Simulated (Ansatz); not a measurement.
# K on Zr(0001): change of the work function, part 3 of 3

Aim: the work function of Zr(0001) at several coverages of K (fcc site), and the dipole that each adsorbate carries.

Ansatz 0.2.0; plane-wave DFT, PBE, Ansatz PAW.

So far, work function, upper face (eV): step 2 (the clean slab) 4.17; step 3 (37 atoms, coverage 0.111 ML, cell 3x3) 2.47.

### Step 4. The covered slab, k-mesh 6×6×1, coverage 0.25 ML

System of this step: K/Zr(0001). The cell holds 17 atoms: 16 Zr and 1 K. Its edges and angles: a = 6.460 Å, b = 6.460 Å, c = 29.102 Å, α = 90.0°, β = 90.0°, γ = 60.0°. Vacuum lies along c.

Another coverage, to see how the dipoles act on each other as their distance changes.

Input file input.yaml:

```yaml
crystal:
  lattice:
    - [6.46, 0.0, 0.0]
    - [3.23, 5.5945241084, 0.0]
    - [0.0, 0.0, 29.1023518564]
  atoms:
    - { symbol: Zr, position: [0.3333333333, 0.3333333333, 0.3092533567] }
    - { symbol: Zr, position: [0.0, 0.0, 0.397654975] }
    - { symbol: Zr, position: [0.3333333333, 0.3333333333, 0.4894779317] }
    - { symbol: Zr, position: [0.0, 0.0, 0.5733081075] }
    - { symbol: Zr, position: [0.3333333333, 0.8333333333, 0.3092533567] }
    - { symbol: Zr, position: [0.0, 0.5, 0.397654975] }
    - { symbol: Zr, position: [0.3333333333, 0.8333333333, 0.4894779317] }
    - { symbol: Zr, position: [0.0, 0.5, 0.5733081075] }
    - { symbol: Zr, position: [0.8333333333, 0.3333333333, 0.3092533567] }
    - { symbol: Zr, position: [0.5, 0.0, 0.397654975] }
    - { symbol: Zr, position: [0.8333333333, 0.3333333333, 0.4894779317] }
    - { symbol: Zr, position: [0.5, 0.0, 0.5733081075] }
    - { symbol: Zr, position: [0.8333333333, 0.8333333333, 0.3092533567] }
    - { symbol: Zr, position: [0.5, 0.5, 0.397654975] }
    - { symbol: Zr, position: [0.8333333333, 0.8333333333, 0.4894779317] }
    - { symbol: Zr, position: [0.5, 0.5, 0.5733081075] }
    - { symbol: K, position: [0.1666666667, 0.1666666667, 0.6907466433] }
kpoints:
  mp_grid: { grid: [6, 6, 1] }
hamiltonian:
  xc: pbe
scf:
  occupations: { method: fermi_dirac, width: 0.1 }
  convergence: { dr2_threshold: 1.0e-08 }
efield:
  axis: 3
  dipole_correction: true
  ramp_position: 0.97
  ramp_width: 0.06
relax:
  f_tol: 0.02
  max_steps: 60
  constraints: [{ sites: [0, 1, 4, 5, 8, 9, 12, 13] }]
output:
  dos: { projected: true, e_range: [-8, 4] }
  write_potential: true
  write_density: true
  volumetric_format: npy
  elf: true
```

Launch:

```bash
$ ansatz run input.yaml --threads 4 --pin off --max-ram 16384MiB --backend cpu --events-out ev --progress --plain --runs-dir out
```

Numbers of over 12 decimals in the logs are rounded to 6 here.

Output:

```text
[...]
Crystal: 17 atoms, lattice volume = 1051.777 Å³
Basis set: ecut = 420 eV, 20593 PW (Γ), exchange–correlation on 90×90×400 points (8 copies of the dense FFT grid, shifted against one another)
Bands: 121, of which v1, the nominal top of the filled ones, is band 101 counted from 1 (100 counted from 0)
Symmetry: 6 space group operations
[...]
k-points: 7 of 36 (time reversal used)
[...]
SCF iter   1: F=—  HF=-68474.718784 eV  |F-HF|=—  |Δ(HF+E_count)|=         —  Δρ=8.87e-3  dr2=8.22e1  ethr=1.77e-3  p=0.925 e·Å  D=1.59e-1 V/Å  ΔV_dip=-4.63 eV  dr2_dipole=8.41e1  V_vac-E_F(+/−)=-0.36/4.27 eV  ⟨swp⟩=18.4  Hψ=5063  notcnv=0
[...]
SCF iter  13: F=-68472.911061 eV  HF=-68472.911061 eV  |F-HF|=1.89e-10  |Δ(HF+E_count)|=   1.75e-8  Δρ=3.11e-7  dr2=2.82e-9  ethr=4.98e-12  p=0.512 e·Å  D=8.80e-2 V/Å  ΔV_dip=-2.56 eV  dr2_dipole=9.37e-13  V_vac-E_F(+/−)=1.62/4.18 eV  ⟨swp⟩=11.9  Hψ=6669  notcnv=0
SCF 1 converged in 13 iterations: F = -68472.911061 eV  dr2 = 2.82e-9
  Residual-converged pass: ⟨swp⟩=1.4  Hψ=878  notcnv=0  max |occ|·‖R‖ = 7.0e-9 eV (tolerance 1.0e-8 eV)  dr2=2.82e-9  dr2_onsite=2.06e-11  max |Δocc| = 3.1e-10
[...]
relax step   1: F+E_penalty+E_count = -68472.91106140 eV  Δ(F+E_penalty+E_count) = +0.000e0 eV  max|allowed force component| = 3.911e-1 eV/Å  Δτ_max = 0.0000 Å  (13 SCF iters, accepted)
[...]
SCF iter   9: F=-68472.924212 eV  HF=-68472.924212 eV  |F-HF|=5.82e-10  |Δ(HF+E_count)|=   2.75e-9  Δρ=3.15e-7  dr2=2.54e-9  ethr=4.98e-12  p=0.508 e·Å  D=8.74e-2 V/Å  ΔV_dip=-2.54 eV  dr2_dipole=2.24e-10  V_vac-E_F(+/−)=1.64/4.19 eV  ⟨swp⟩=12.4  Hψ=6746  notcnv=0
SCF 2 converged in 9 iterations: F = -68472.924212 eV  dr2 = 2.54e-9
[...]
relax step   2: F+E_penalty+E_count = -68472.92421188 eV  Δ(F+E_penalty+E_count) = -1.315e-2 eV  max|allowed force component| = 2.698e-1 eV/Å  Δτ_max = 0.1467 Å  (9 SCF iters, accepted)
SCF iter   1: F=—  HF=-68472.944767 eV  |F-HF|=—  |Δ(HF+E_count)|=         —  Δρ=8.52e-4  dr2=6.37e-2  ethr=3.67e-4  p=0.508 e·Å  D=8.74e-2 V/Å  ΔV_dip=-2.54 eV  dr2_dipole=2.24e-4  V_vac-E_F(+/−)=1.64/4.19 eV  ⟨swp⟩=2.4  Hψ=1369  notcnv=0
[...]
SCF iter   9: F=-68472.938755 eV  HF=-68472.938755 eV  |F-HF|=2.12e-9  |Δ(HF+E_count)|=   1.02e-9  Δρ=1.98e-7  dr2=1.67e-9  ethr=4.98e-12  p=0.508 e·Å  D=8.73e-2 V/Å  ΔV_dip=-2.54 eV  dr2_dipole=6.34e-10  V_vac-E_F(+/−)=1.64/4.19 eV  ⟨swp⟩=12.4  Hψ=6663  notcnv=0
SCF 3 converged in 9 iterations: F = -68472.938755 eV  dr2 = 1.67e-9
relax step   3: F+E_penalty+E_count = -68472.93875524 eV  Δ(F+E_penalty+E_count) = -1.454e-2 eV  max|allowed force component| = 7.371e-2 eV/Å  Δτ_max = 0.0534 Å  (9 SCF iters, accepted)
SCF iter   1: F=—  HF=-68472.941856 eV  |F-HF|=—  |Δ(HF+E_count)|=         —  Δρ=2.64e-4  dr2=1.49e-2  ethr=1.15e-4  p=0.508 e·Å  D=8.73e-2 V/Å  ΔV_dip=-2.54 eV  dr2_dipole=4.32e-3  V_vac-E_F(+/−)=1.65/4.19 eV  ⟨swp⟩=2.7  Hψ=1318  notcnv=0
[...]
SCF iter   7: F=-68472.940722 eV  HF=-68472.940722 eV  |F-HF|=1.95e-9  |Δ(HF+E_count)|=   2.59e-8  Δρ=4.46e-7  dr2=4.27e-9  ethr=4.98e-12  p=0.505 e·Å  D=8.69e-2 V/Å  ΔV_dip=-2.53 eV  dr2_dipole=1.10e-11  V_vac-E_F(+/−)=1.66/4.19 eV  ⟨swp⟩=8.9  Hψ=6382  notcnv=0
SCF 4 converged in 7 iterations: F = -68472.940722 eV  dr2 = 4.27e-9
relax step   4: F+E_penalty+E_count = -68472.94072182 eV  Δ(F+E_penalty+E_count) = -1.967e-3 eV  max|allowed force component| = 1.398e-2 eV/Å  Δτ_max = 0.0409 Å  (7 SCF iters, accepted)
[...]
WARN: The output density's exchange-correlation potential varies sharply where the density is thin. Do not read a vacuum level from v_tot or v_xc, or from such a field of the output density. On a cell that repeats whose density bears no net charge and no dipole along the vacuum's axis use v_es (v_loc + v_h of the components); under efield.dipole_correction with no amplitude use v_es + v_field, which holds any externa [...]
SCF converged after 7 iterations
Free energy (F): -68472.940722 eV
[...]
Internal energy: -68472.061785 eV  (E = F + TS)
E sigma→0 (E₀):  -68472.501254 eV
Entropy (-TS):   -0.878937 eV (-51.702 meV/atom)
Fermi energy:    3.428781 eV
Dipole field:    D = 0.086893 V/Å  (p = 0.505064 e·Å, saw-weighted, corrected)
Work function:   Φ+ = 1.6576 eV   Φ− = 4.1864 eV
[...]
--- Forces (eV/Å), atoms counted from 1 ---
  atom   1  Zr    -0.00634039    -0.00366063     0.43014929
  atom   2  Zr     0.01052219     0.00607499    -0.44167220
  atom   3  Zr    -0.00333980    -0.00192824    -0.00288177
  atom   4  Zr    -0.00211618    -0.00122178     0.00373892
  atom   5  Zr     0.00000000     0.00732125     0.43014929
  atom   6  Zr    -0.00000000    -0.01214998    -0.44167220
  atom   7  Zr    -0.00000000     0.00385647    -0.00288177
  atom   8  Zr     0.00000000     0.00244355     0.00373892
  atom   9  Zr     0.00634039    -0.00366063     0.43014929
  atom  10  Zr    -0.01052219     0.00607499    -0.44167220
  atom  11  Zr     0.00333980    -0.00192824    -0.00288177
  atom  12  Zr     0.00211618    -0.00122178     0.00373892
  atom  13  Zr     0.00000000    -0.00000000     0.41881967
  atom  14  Zr    -0.00000000     0.00000000    -0.38301684
  atom  15  Zr    -0.00000000    -0.00000000    -0.00316860
  atom  16  Zr     0.00000000     0.00000000     0.01338340
  atom  17  K     -0.00000000     0.00000000    -0.01397950
  max |Σ_I F_I| component: 4.08e-5 eV/Å
--- Band table (eV; the first three rows and the last of 7) ---
  k-point 0: bands = [... 97 lower, 3.4767, 3.8617, 4.0059, 4.1187, 4.1264, 4.1264, 4.1852, 4.2305, ... 16 higher]
  k-point 1: bands = [... 97 lower, 3.4578, 3.7398, 3.7820, 3.8922, 3.8940, 3.9313, 4.0015, 4.0807, ... 16 higher]
  k-point 2: bands = [... 97 lower, 3.2970, 3.3927, 3.4530, 3.4577, 3.4717, 3.5545, 3.6584, 3.8003, ... 16 higher]
  k-point 6: bands = [... 97 lower, 2.9460, 2.9519, 2.9882, 2.9903, 3.0000, 3.4738, 3.4850, 3.5363, ... 16 higher]
--- Relaxed structure (4 steps of the walk, 4 accepted, 0 SCFs on fresh bases) ---
  F+E_penalty+E_count = -68472.94072182 eV   max|allowed force component| = 1.398e-2 eV/Å
  atoms:
    - { symbol: Zr, position: [0.333333, 0.333333, 0.309253] }
    - { symbol: Zr, position: [2.6667121670171404e-17, 2.6667121670171407e-17, 0.397655] }
    - { symbol: Zr, position: [0.334497, 0.334497, 0.489354] }
    - { symbol: Zr, position: [-0.000617699, -0.000617699, 0.573297] }
    - { symbol: Zr, position: [0.333333, 0.833333, 0.309253] }
    - { symbol: Zr, position: [0.0, 0.500000, 0.397655] }
    - { symbol: Zr, position: [0.334497, 0.831006, 0.489354] }
    - { symbol: Zr, position: [-0.000617699, 0.501235, 0.573297] }
    - { symbol: Zr, position: [0.833333, 0.333333, 0.309253] }
    - { symbol: Zr, position: [0.500000, 2.6667121670171407e-17, 0.397655] }
    - { symbol: Zr, position: [0.831006, 0.334497, 0.489354] }
    - { symbol: Zr, position: [0.501235, -0.000617699, 0.573297] }
    - { symbol: Zr, position: [0.833333, 0.833333, 0.309253] }
    - { symbol: Zr, position: [0.5, 0.500000, 0.397655] }
    - { symbol: Zr, position: [0.833333, 0.833333, 0.487969] }
    - { symbol: Zr, position: [0.5, 0.500000, 0.576323] }
    - { symbol: K, position: [0.166667, 0.166667, 0.687494] }
```

Wall time 2.1 min (4 threads of Arm Neoverse V1, shared host); peak memory 3 GiB; 8.2 min of CPU time.

Step by step:

```csv
step,energy less that of the first step (eV),largest force component (eV/Å)
1,0.0000,0.3911
2,-0.0132,0.2698
3,-0.0277,0.0737
4,-0.0297,0.0140
```

The run keeps the 6 symmetry operations that it works with, so distortions that break them were not tested.

The atoms that moved most (Å):

```csv
atom,dx,dy,dz,length
K17,0.000,0.000,-0.095,0.095
Zr16,0.000,0.000,0.088,0.088
Zr15,0.000,0.000,-0.044,0.044
Zr3,0.011,0.007,-0.004,0.014
Zr11,-0.011,0.007,-0.004,0.014
Zr7,0.000,-0.013,-0.004,0.014
Zr8,0.000,0.007,0.000,0.007
Zr12,0.006,-0.003,0.000,0.007
```

Final coordinates:

```cif
data_structure
_symmetry_space_group_name_H-M 'P 1'
_symmetry_Int_Tables_number 1
_cell_length_a 6.4600
_cell_length_b 6.4600
_cell_length_c 29.1024
_cell_angle_alpha 90.000
_cell_angle_beta 90.000
_cell_angle_gamma 60.000
_cell_volume 1051.78
loop_
_atom_site_label
_atom_site_type_symbol
_atom_site_fract_x
_atom_site_fract_y
_atom_site_fract_z
_atom_site_occupancy
Zr1 Zr 0.33333 0.33333 0.30925 1
Zr2 Zr 0.00000 0.00000 0.39765 1
Zr3 Zr 0.33450 0.33450 0.48935 1
Zr4 Zr 0.99938 0.99938 0.57330 1
Zr5 Zr 0.33333 0.83333 0.30925 1
Zr6 Zr 0.00000 0.50000 0.39765 1
Zr7 Zr 0.33450 0.83101 0.48935 1
Zr8 Zr 0.99938 0.50124 0.57330 1
Zr9 Zr 0.83333 0.33333 0.30925 1
Zr10 Zr 0.50000 0.00000 0.39765 1
Zr11 Zr 0.83101 0.33450 0.48935 1
Zr12 Zr 0.50124 0.99938 0.57330 1
Zr13 Zr 0.83333 0.83333 0.30925 1
Zr14 Zr 0.50000 0.50000 0.39765 1
Zr15 Zr 0.83333 0.83333 0.48797 1
Zr16 Zr 0.50000 0.50000 0.57632 1
K17 K 0.16667 0.16667 0.68749 1
```

This step gave:

```yaml
energy_at_zero_smearing: -68472.5013 eV
work_function_upper_face: 1.658 eV
work_function_lower_face: 4.186 eV
dipole_along_the_normal: 0.5051 e·Å
step_between_the_vacuum_levels: -2.529 eV
```

Running mean over 2.573 Å of the planar mean; the ramp of the sawtooth is left out. The electron's electrostatic potential energy less the Fermi level by z:

```csv
z (Å),electron's electrostatic potential energy less the Fermi level (eV)
4,4.18
5,4.16
6,3.92
7,2.14
8,-5.13
9,-8.44
10,-8.31
11,-8.28
12,-8.17
13,-7.71
14,-8.27
15,-8.85
16,-8.86
17,-8.13
18,-3.00
19,1.05
20,0.572
21,0.502
22,1.39
23,1.60
24,1.64
25,1.65
```

The density of states has structure finer than the step of the table below, so its rows give means over 0.25 eV, whole bins alone (the curve runs from -8 to 0.99 eV). Peaks (eV: height): -0.990: 61.9, -0.930: 34.6, -0.750: 82.0, -0.210: 36.5, -0.060: 43.7, 0.300: 57.4, 0.840: 57.9.

Density of states against energy, zero at the Fermi level; means over each step:

```csv
energy (eV),density of states (states/eV a cell)
-5.50,0
-5.25,0.189
-5.00,1.11
-4.75,1.18
-4.50,1.22
-4.25,2.30
-4.00,3.20
-3.75,2.68
-3.50,2.44
-3.25,6.77
-3.00,3.65
-2.75,13.9
-2.50,15.8
-2.25,19.7
-2.00,23.9
-1.75,15.0
-1.50,16.7
-1.25,18.6
-1.00,28.4
-0.75,37.6
-0.50,11.5
-0.25,24.2
0.00,29.0
0.25,31.0
0.50,28.1
0.75,33.2
```

Projected DOS per atom over height of the atomic layer and energy from the Fermi level. Layers: Zr4 Zr4 Zr4 Zr4 K from below.

Ten even steps from '0' (0.00 states/eV) to '9' (2.33 states/eV), each cell a mean:
```
87793
95581
95471
53241
77784
54560
44430
56650
35530
12220
11110
00000
00000
00000
00000
00000
00000
00000
00000
00000
00000
00000
```
Columns: height of the atomic layer (Å) from 9 to 20.0 (not evenly spaced); rows upwards: energy from the Fermi level (eV) from -7.96 to 0.945.

Valence density in the ca plane at fractional y = 0.000, with atoms of Zr within 0.2 Å of it. It is the smooth field of the valence electrons, not physical close to the nuclei.

Values in e/Å³, 9 rows by 16 columns, each cell a mean:
```
1.2 2.9 0.4 0.2 0.2 0.8 3.1 0.5 0.0 0.0 0.0 0.0 0.0 0.0 0.0 0.0
0.2 0.4 0.2 0.3 0.3 0.2 0.4 0.1 0.0 0.0 0.0 0.0 0.0 0.0 0.0 0.0
0.2 0.2 0.2 0.4 0.4 0.2 0.2 0.1 0.0 0.0 0.0 0.0 0.0 0.0 0.0 0.0
0.9 2.3 0.3 0.2 0.2 0.6 2.4 0.4 0.0 0.0 0.0 0.0 0.0 0.0 0.0 0.0
1.7 3.5 0.5 0.2 0.2 1.2 3.7 0.8 0.0 0.0 0.0 0.0 0.0 0.0 0.0 0.0
0.5 1.4 0.2 0.2 0.2 0.4 1.4 0.2 0.0 0.1 0.1 0.0 0.0 0.0 0.0 0.0
0.2 0.2 0.1 0.4 0.4 0.2 0.2 0.1 0.1 0.4 0.2 0.0 0.0 0.0 0.0 0.0
0.3 0.8 0.2 0.3 0.3 0.3 0.8 0.2 0.1 0.2 0.1 0.0 0.0 0.0 0.0 0.0
1.5 3.4 0.5 0.2 0.2 1.1 3.5 0.7 0.0 0.0 0.0 0.0 0.0 0.0 0.0 0.0
```
Columns run along c (16.0 Å, from fractional 0.36 to 0.91 of the cell), rows up along a (6.5 Å). Atoms in or near the plane, at fractional coordinates: Zr at (0.40, 0.00), Zr at (0.57, 0.00), Zr at (0.40, 0.50), Zr at (0.57, 0.50).

ELF in the ca plane at fractional y = 0.000, with atoms of Zr within 0.2 Å of it. It is the smooth field of the valence electrons, not physical close to the nuclei.

Ten even steps from '0' (0.00) to '9' (0.77), each cell a mean:
```
28968933677786379589411221000000000000000000
24899523433344238996212332211111000000000000
32233233222223323432234433221111000000000000
54322453235422453223455543322110000000000000
54322353235422443223455543322110000000000000
32343233222223323432234433221111000000000000
24899523433344238996212332211110000000000000
28958933677786379589411221000000000000000000
38826943788996379269511210000000011000000000
26999723555565359998312100110000011100000000
22576323322233325763223102453100001110000000
43222243223322332222353015896300001110000000
55323454225522454324563027998410001110000000
43222243223322332222353015896300001110000000
22576323322233325763223102453100001110000000
26999723555565359998312100010000011100000000
39826943788996388269511210000000011000000000
```
Columns run along c (16.0 Å, from fractional 0.36 to 0.91 of the cell), rows up along a (6.5 Å). Atoms in or near the plane, at fractional coordinates: Zr at (0.40, 0.00), Zr at (0.57, 0.00), Zr at (0.40, 0.50), Zr at (0.57, 0.50).

Electrostatic potential energy in the ca plane at fractional y = 0.000, with atoms of Zr within 0.2 Å of it. With pseudopotentials it is smooth inside the atoms' cores, unlike the true potential.

Ten even steps from '0' (-62 eV) to '9' (7 eV), each cell a mean:
```
85000479999999850003799999999999999999999999
87434689999999974236899999999999999999999999
98877899988889998778999999999999999999999999
99999999887789999999999999999999999999999999
99999999887789999999999999999999999999999999
98877899988889988778999999999999999999999999
87423689999999974236899999999999999999999999
85000479999999851003799999999999999999999999
84000379999999850002799999999999999999999999
86201589999999862015899999999999999999999999
98656799998899986567899999999999999999999999
99888999987789999889999998888999999999999999
99999999987789999999999998788999999999999999
99888999987789999889999998888999999999999999
98656799998899986567899999999999999999999999
86201589999999862014899999999999999999999999
84000379999999850002799999999999999999999999
```
Columns run along c (16.0 Å, from fractional 0.36 to 0.91 of the cell; values clipped at the 3rd and 97th percentile), rows up along a (6.5 Å). Atoms in or near the plane, at fractional coordinates: Zr at (0.40, 0.00), Zr at (0.57, 0.00), Zr at (0.40, 0.50), Zr at (0.57, 0.50).

The relaxation took 4 steps and lowered the energy by 0.030 eV; the largest force on the free atoms ends at 0.014 eV/Å.

By hand: a sheet of dipoles makes a step −p/(ε₀A) in the electron's potential. With e/ε₀ = 180.95 V·Å, p = 0.5051 e·Å and A = 36.14 Å², that is −180.95 × (0.5051) / 36.14 = -2.529 eV, and the two vacuum levels of the run differ by -2.529 eV.

The covered face has 1.66 eV, -2.51 eV against the clean one; the bare back face has moved by +0.01 eV, a measure of how thin the slab is.

### Step 5. Work function against coverage

This step: plane-wave DFT, PBE, Ansatz PAW; work function against coverage (Ansatz 0.2.0).

The runs are now put side by side.

Numbers from this step:

```
work function of the clean face     : 4.165 eV
largest change of the work function : -2.508 eV
```

The work function of the covered face by coverage:

```csv
coverage (adsorbates/nm²),work function of the covered face (eV)
0.00,4.17
1.23,2.47
2.77,1.66
```

The dipole per adsorbate comes from the change of the cell's dipole. Coverage, by row:

```csv
coverage (1/nm²),coverage (ML),work function (eV),change (eV),"dipole per adsorbate, positive end outwards (debye)",mean height of the added atoms over the highest substrate atom (Å)
1.23,0.1111,2.47,-1.696,3.687,3.27
2.767,0.25,1.658,-2.508,2.412,3.235
```

### Step 6. What came out

```yaml
work_function_of_the_clean_face: 4.17 eV
work_function_at_0p11_ml: 2.47 eV
work_function_at_0p25_ml: 1.66 eV
dipole_per_adsorbate_at_0p11_ml_positive_end_outwards: 3.69 D
```

What this shows: K lowers the work function of Zr(0001) at the lowest coverage, by 1.70 eV: the adsorbate layer has its positive end outwards. The slab has 4 layers, at the tabulated experimental lattice constant, one starting site was run, and quantum-size effects of a slab this thin can reach one or two tenths of an eV.

[Logs are printed without paths, hosts, clocks, repeated set-up lines and the standing remarks that a program may print on its own settings, such as how far it seeks lower states.]

[Hosts, paths, dates, database ids (printed as entryN), source tags and the programs' standing remarks are cut or masked in the printed files.]

[Maps of the electrostatic potential energy from Ansatz leave out the sawtooth potential of an applied field or a dipole correction, so their vacuum need not be flat; planar profiles and work functions include it.]

[The density of states shown here was stored with 400 of the rows of the run's finer table, so its peaks can read low, often by over a quarter, or be missed, and its means over a window can be off by a tenth or more.]
